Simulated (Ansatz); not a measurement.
# Structural relaxation of random alloy of the fcc Cu-Al line, x = 0.1875 (128 atoms), part 3 of 3

Wanted: the relaxed structure of random alloy of the fcc Cu-Al line, x = 0.1875 (128 atoms) and its electronic structure.

Ansatz 0.2.0; Kohn-Sham DFT, PBE, PAW (set soft_2), plane waves.

The cell: 104 Cu and 24 Al. The host structure and its lattice constant were typed by rule, without a check against the phase diagram.

So far. Step 3 (Cell and atoms relaxed): The relaxation changed the energy by -20.0 meV/atom, and atoms moved by 0.083 Å r.m.s., 0.19 Å at most. Step 6 (K-mesh 3×3×3): Forces differ from those of the single point at the relaxed geometry by 9.2 meV/Å r.m.s.; the energy by +0.63 meV/atom. It took 43 s and 11 cycles; the reference's time can't be set against it, since the two runs asked for unlike analyses.

**7. Functional r2SCAN (500 eV)**

The meta-GGA r2SCAN uses the kinetic energy density as well as the density and its gradient. Besides, the cutoff goes from 420 to 500 eV.

This step: Kohn-Sham DFT, r2SCAN, PAW (set soft_2), plane waves (Ansatz 0.2.0).

Input file input.yaml:

```yaml
crystal:
  lattice:
    - [-7.3891, 7.37634, 7.36643]
    - [7.36776, -7.37931, 7.34807]
    - [7.37142, 7.36163, -7.36941]
  atoms:
    [... the 128 atom lines of step 5 ...]
kpoints:
  mp_grid: { grid: [2, 2, 2] }
hamiltonian:
  xc: r2scan
scf:
  occupations: { method: fermi_dirac, width: 0.1 }
output:
  forces: true
  stress: true
  populations: true
  dos:
    method: { smearing: { sigma: 0.08 } }
    de: 0.05
    projected: { site_lists: { Al: [Al], Cu: [Cu] } }
  eigenvalues: true
```

The run is started by

```
$ ansatz run input.yaml --threads 5 --pin off --max-ram 81920MiB --backend cuda --events-out ev --progress --plain --runs-dir out
```

Numbers of over 12 decimals in the logs are rounded to 6 here.

What it wrote:

```text
[...]
GPU FFT provider: cuFFT
GPU libraries: cuBLAS 13.8.2, cuFFT 12.4.0, cuSOLVER 12.3.4
Crystal: 128 atoms, lattice volume = 1598.177 Å³
Basis set: ecut = 500 eV, 40539 PW (Γ), exchange–correlation on 384×384×384 points (64 copies of the dense FFT grid, shifted against one another)
Bands: 1229, of which v1, the nominal top of the filled ones, is band 1024 counted from 1 (1023 counted from 0)
Symmetry: 1 space group operations
[...]
k-points: 8
[...]
GPU buffer pool allocated for 884736 grid points (all kernels)
[...]
SCF iter   1: F=—  HF=-702633.282381 eV  |F-HF|=—  |Δ(HF+E_count)|=         —  Δρ=3.95e-2  dr2=1.55e1  dr2_τ=2.21e-1  ethr=1.77e-3  ⟨swp⟩=5.0  Hψ=34711  notcnv=0  defer=398
[...]
SCF iter  15: F=—  HF=-702630.986852 eV  |F-HF|=—  |Δ(HF+E_count)|=   2.68e-8  Δρ=2.74e-6  dr2=1.06e-7  dr2_τ=8.00e-10  ethr=4.88e-12  ⟨swp⟩=8.9  Hψ=42472  notcnv=0
SCF iter  16: F=-702630.986852 eV  HF=-702630.986852 eV  |F-HF|=3.41e-8  |Δ(HF+E_count)|=   9.90e-8  Δρ=1.53e-6  dr2=3.55e-8  dr2_τ=1.85e-10  ethr=4.88e-12  ⟨swp⟩=3.0  Hψ=22754  notcnv=0
SCF 1 converged in 16 iterations: F = -702630.986852 eV  dr2 = 3.55e-8
[...]
SCF converged after 16 iterations
Free energy (F): -702630.986852 eV
[...]
Internal energy: -702629.837620 eV  (E = F + TS)
E sigma→0 (E₀):  -702630.412236 eV
Entropy (-TS):   -1.149232 eV (-8.978 meV/atom)
Fermi energy:    14.800938 eV
[...]
Σ components = -702630.986852   (vs F -702630.986852, Δ=0.00e0)
--- Forces (eV/Å), atoms counted from 1 ---
  atom   1  Cu     0.00741935    -0.03028420    -0.02257086
  atom   2  Al     0.01747224    -0.01891042     0.01044562
  atom   3  Cu     0.01906675    -0.02795487    -0.00276173
  atom   4  Cu     0.02538916    -0.01391194    -0.00719506
[...]
atom 128  Cu    -0.01008730    -0.00944189     0.04312918
  max |Σ_I F_I| component: 6.77e-6 eV/Å
--- Stress (GPa, compression-positive) ---
       -5.368749       0.006298       0.009968
        0.006298      -5.346265       0.003487
        0.009968       0.003487      -5.347203
  P = ⅓ Tr σ = -5.3541 GPa (-53.541 kbar)
--- Band table (eV; the first three rows and the last of 8) ---
[...]
--- Löwdin populations: 128 sites ---
  site symbol       q [e]
     0     Cu     18.7439
     1     Al      3.8652
     2     Cu     18.7408
[...]
127     Cu     18.5762
  spilling = 0.007698 (of n_electrons = 2048.000000)
```

Run time: 33 s. Hardware: 1 × NVIDIA H100 80GB HBM3 with 5 threads of AMD EPYC 7R13 (Zen 3), shared host; peak memory 5.3 GiB; 89 s of CPU time.

That memory is the host's; the program planned up to 45.7 GiB on the GPU.

Geometry and reference: those of the single point at the relaxed geometry.

Forces differ from those of the single point at the relaxed geometry by 22 meV/Å r.m.s.; the pressure by -5.4 GPa. It took 33 s and 16 cycles; the reference's time can't be set against it, since the two runs asked for unlike analyses.

**8. Functional PBEsol**

PBEsol restores the gradient expansion of exchange for slowly varying densities and usually gives shorter bonds in solids than PBE.

This step: Kohn-Sham DFT, PBEsol, PAW (set soft_2), plane waves (Ansatz 0.2.0).

Edit input.yaml of step 7 so:

```diff
@@ -10,3 +10,3 @@
 hamiltonian:
-  xc: r2scan
+  xc: pbesol
 scf:
```

What it wrote:

```text
[...]
GPU FFT provider: cuFFT
GPU libraries: cuBLAS 13.8.2, cuFFT 12.4.0, cuSOLVER 12.3.4
Crystal: 128 atoms, lattice volume = 1598.177 Å³
Basis set: ecut = 420 eV, 31253 PW (Γ), exchange–correlation on 180×180×180 points (8 copies of the dense FFT grid, shifted against one another)
Bands: 1229, of which v1, the nominal top of the filled ones, is band 1024 counted from 1 (1023 counted from 0)
Symmetry: 1 space group operations
[...]
k-points: 8
[...]
GPU buffer pool allocated for 729000 grid points (all kernels)
[...]
SCF iter   1: F=—  HF=-697833.788427 eV  |F-HF|=—  |Δ(HF+E_count)|=         —  Δρ=1.58e-2  dr2=2.18e0  ethr=1.77e-3  ⟨swp⟩=5.0  Hψ=34777  notcnv=0  defer=462
[...]
SCF iter  10: F=—  HF=-697833.312265 eV  |F-HF|=—  |Δ(HF+E_count)|=   2.55e-7  Δρ=1.59e-6  dr2=1.44e-7  ethr=8.70e-11  ⟨swp⟩=2.8  Hψ=15452  notcnv=0  defer=1170
SCF iter  11: F=-697833.312265 eV  HF=-697833.312265 eV  |F-HF|=2.50e-8  |Δ(HF+E_count)|=   1.23e-8  Δρ=8.34e-7  dr2=2.50e-8  ethr=4.88e-12  ⟨swp⟩=8.6  Hψ=40944  notcnv=0
SCF 1 converged in 11 iterations: F = -697833.312265 eV  dr2 = 2.50e-8
[...]
SCF converged after 11 iterations
Free energy (F): -697833.312265 eV
[...]
Internal energy: -697832.126102 eV  (E = F + TS)
E sigma→0 (E₀):  -697832.719183 eV
Entropy (-TS):   -1.186163 eV (-9.267 meV/atom)
Fermi energy:    14.812359 eV
[...]
Σ components = -697833.312265   (vs F -697833.312265, Δ=0.00e0)
--- Forces (eV/Å), atoms counted from 1 ---
  atom   1  Cu     0.00220477    -0.03284461    -0.02694804
  atom   2  Al     0.04431949    -0.08012361     0.03378138
  atom   3  Cu     0.03286034    -0.03462956     0.00053515
  atom   4  Cu     0.04416364    -0.02673811    -0.02007550
[...]
atom 128  Cu    -0.00514381    -0.00435052     0.06735996
  max |Σ_I F_I| component: 1.53e-5 eV/Å
--- Stress (GPa, compression-positive) ---
       -6.535659      -0.010223      -0.004587
       -0.010223      -6.541753       0.004418
       -0.004587       0.004418      -6.545752
  P = ⅓ Tr σ = -6.5411 GPa (-65.411 kbar)
--- Band table (eV; the first three rows and the last of 8) ---
[...]
--- Löwdin populations: 128 sites ---
  site symbol       q [e]
     0     Cu     18.7446
     1     Al      3.8498
     2     Cu     18.7407
[...]
127     Cu     18.5806
  spilling = 0.007701 (of n_electrons = 2048.000000)
```

Run time: 16 s. Hardware: 1 × NVIDIA H100 80GB HBM3 with 5 threads; peak memory 4.5 GiB.

That memory is the host's; the program planned up to 38.6 GiB on the GPU.

Geometry and reference: those of the single point at the relaxed geometry.

Forces differ from those of the single point at the relaxed geometry by 37 meV/Å r.m.s.; the pressure by -6.5 GPa.

**9. What each setting buys**

Each row is set against the single point at the relaxed geometry (Kohn-Sham DFT, PBE, PAW (set soft_2), plane waves; r.m.s. force component 0.00162 eV/Å). Energies are set beside the reference only for runs with its functional, potentials and electron count. Times are for 1 × NVIDIA H100 80GB HBM3 with 5 threads of AMD EPYC 7R13 (Zen 3), shared host. The reference's time includes grids, which some other runs skip.

```csv
run,"Δ force, r.m.s. (meV/Å)",Δ energy (meV/atom),Δ pressure (GPa),cycles,time,host memory (GiB),planned on the GPU (GiB)
reference,-,-,-,11,20 s,4.4,39
k-mesh 3×3×3,9.21,0.634,0.0065,11,43 s,4.6,66
functional r2SCAN (500 eV),21.6,-,-5.36,16,33 s,5.3,46
functional PBEsol,37.4,-,-6.55,11,16 s,4.5,39
```

**10. Results**

| Quantity | Value |
| --- | --- |
| energy change in the relaxation | -20 meV/atom |
| r.m.s. displacement | 0.083 Å |
| largest displacement | 0.187 Å |
| free energy per atom | -5483.8391 eV/atom |
| density | 7.54 g/cm³ |
| pressure | 0.007338 GPa |
| r.m.s. force component | 0.00162 eV/Å |
| wall time of the 6 DFT runs | 2.8 min |

Relaxation lowers the energy by 20.0 meV/atom and moves atoms by 0.083 Å r.m.s.; the r.m.s. force component goes from 0.30 to 0.0016 eV/Å. Displacements are taken in the final cell, so they leave out its strain. By the final cutoffs no bond was broken or made. The cell shrank by 2.3 % in volume. First to last step the energy falls by 2.560 eV, across changes of basis; the largest move, 0.19 Å, is that of Al99, with 1 other atom within 2 % of it. The Al-Al bonds change most in mean length: from 2.624 Å (spread 0.021) to 2.752 Å (spread 0.045). With the cutoffs above, all Al atoms have 12 and all Cu atoms have 12 bonded neighbours. 116 levels are partly filled, by over 2 % (on the run's k-points), as in a metal.

Among the changes of functional, dispersion, potentials or spin set against this reference, functional PBEsol moves the forces most, by 37 meV/Å r.m.s.

[Logs are printed without paths, hosts, clocks, repeated set-up lines and the standing remarks that a program may print on its own settings, such as how far it seeks lower states.]

[Hosts, paths, dates, database ids (printed as entryN), source tags and the programs' standing remarks are cut or masked in the printed files.]
